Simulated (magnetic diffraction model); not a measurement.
## Mn2IN: what an assumed order does to the neutron pattern

Space group I4_1/amd (no. 141, origin choice 1), a = 5.1740 Å, c = 12.3100 Å.

```csv
site,atom,x,y,z
4a,I,0,1/2,1/4
8e,Mn,1/2,1/2,0.3339
4b,N,1/2,0,1/4
```

This is a made-up structure (elements placed in a structure type, unrelaxed), so the numbers test the method and describe no known phase.

Only Mn is taken to order (form factors of Mn2+); orders and moment sizes are assumed, and not adapted to the symmetry. Radiation: neutrons of λ = 2.36 Å, 3° to 100°; isotropic B of 0.21 Å² (I), 0.27 Å² (Mn) and 0.34 Å² (N). Simulated constant-wavelength pattern: nuclear and magnetic terms add, the magnetic one as |2.695 fm × Σ f S⊥ exp(2πi Q·r) exp(−B s²)|², summed over all Q at one angle with the factor 1/(sin²θ cos θ). For a modulated order the moment at position r is S exp(−2πi k·r) + c.c., with S = m/2 for a sine wave of amplitude m and S = m(u + iv)/2 for moments turning in a plane, u and v being orthogonal unit vectors in it; the phase factor of the sum at Q = H + k is then exp(2πi H·r). Free-ion form factors, Sears's scattering lengths of 1992, no absorption; a label names one of the reflections at its angle. The strongest nuclear line in the range is 100, and lines under 0.2 are left out.

Assume the order k = (0 1/3 0), a sine wave with moments along [001] (amplitudes given), 3.98 μB on Mn; signs + at (1/2, 1/2, 0.3339), + at (0, 1/2, 0.0839), − at (0, 1/2, 0.4161), + at (0, 0, 0.1661).

Q: Where does magnetic intensity appear, and how strong is it?

| 2θ (°) | index | nuclear | magnetic |
| --- | --- | --- | --- |
| 8.72 | (0 1/3 0) | 0.0 | 48.0 |
| 20.71 | (0 2/3 1) | 0.0 | 1.5 |
| 23.80 | (0 1/3 2) | 0.0 | 1.6 |
| 28.65 | (1 0 1) | 20.2 | 0.0 |
| 30.00 | (1 1/3 1) | 0.0 | 21.6 |
| 31.82 | (1 2/3 0) | 0.0 | 5.8 |
| 37.19 | (0 4/3 1) | 0.0 | 0.5 |
| 37.97 | (0 2/3 3) | 0.0 | 0.8 |
| 39.08 | (1 2/3 2) | 0.0 | 4.6 |
| 43.06 | (1 0 3) | 1.8 | 0.0 |
| 44.03 | (1 1/3 3) | 0.0 | 2.1 |
| 44.07 | (1 1 2) | 100.0 | 0.0 |
| 44.68 | (1 4/3 0) | 0.0 | 3.6 |
| 45.09 | (0 0 4) | 24.4 | 0.0 |
| 49.48 | (0 4/3 3) | 0.0 | 0.9 |
| 50.39 | (1 4/3 2) | 0.0 | 4.1 |
| 53.94 | (1 5/3 1) | 0.0 | 5.0 |
| 54.27 | (2 0 0) | 5.4 | 0.0 |
| 55.09 | (2 1/3 0) | 0.0 | 1.3 |
| 56.24 | (1 2/3 4) | 0.0 | 0.8 |
| 58.72 | (2 2/3 1) | 0.0 | 0.3 |
| 60.08 | (2 1/3 2) | 0.0 | 1.7 |
| 62.52 | (2 1 1) | 10.1 | 0.0 |
| 63.79 | (1 5/3 3) | 0.0 | 1.2 |
| 64.12 | (1 0 5) | 4.7 | 0.0 |
| 64.30 | (0 7/3 0) | 0.0 | 0.4 |
| 65.35 | (1 4/3 4) | 0.0 | 1.1 |
| 68.14 | (2 2/3 3) | 0.0 | 1.0 |
| 68.89 | (0 7/3 2) | 0.0 | 0.6 |
| 69.17 | (0 4/3 5) | 0.0 | 0.3 |
| 71.67 | (2 1 3) | 1.6 | 0.0 |
| 71.87 | (1 7/3 1) | 0.0 | 2.0 |
| 72.85 | (2 5/3 0) | 0.0 | 0.5 |
| 73.15 | (2 0 4) | 45.4 | 0.0 |
| 73.84 | (2 1/3 4) | 0.0 | 0.6 |
| 76.49 | (2 4/3 3) | 0.0 | 0.7 |
| 77.21 | (2 5/3 2) | 0.0 | 0.8 |
| 80.34 | (2 2 0) | 3.0 | 0.0 |
| 80.55 | (1 7/3 3) | 0.0 | 0.6 |
| 81.01 | (1 8/3 0) | 0.0 | 0.4 |
| 81.97 | (0 7/3 4) | 0.0 | 0.2 |
| 82.51 | (1 1 6) | 5.9 | 0.0 |
| 84.56 | (0 8/3 3) | 0.0 | 0.3 |
| 85.25 | (1 8/3 2) | 0.0 | 0.6 |
| 85.51 | (2 2/3 5) | 0.0 | 0.6 |
| 87.17 | (1 4/3 6) | 0.0 | 0.3 |
| 87.40 | (3 0 1) | 3.3 | 0.0 |
| 88.06 | (3 1/3 1) | 0.0 | 1.0 |
(The table stops after 48 lines; 12 more lie at higher angle.)

The strongest magnetic line in the range is (0 1/3 0) at 8.72° (48.0). On top of the Lorentz factor, which all lines share, magnetic lines fade with angle because f falls: for Mn2+ it is 0.90, 0.66, 0.41 and 0.12 at sin θ/λ = 0.1, 0.2, 0.3 and 0.5 Å⁻¹, while nuclear lengths stay constant. The order has no net moment.

[Logs are printed without paths, hosts, clocks, repeated set-up lines and the standing remarks that a program may print on its own settings, such as how far it seeks lower states.]
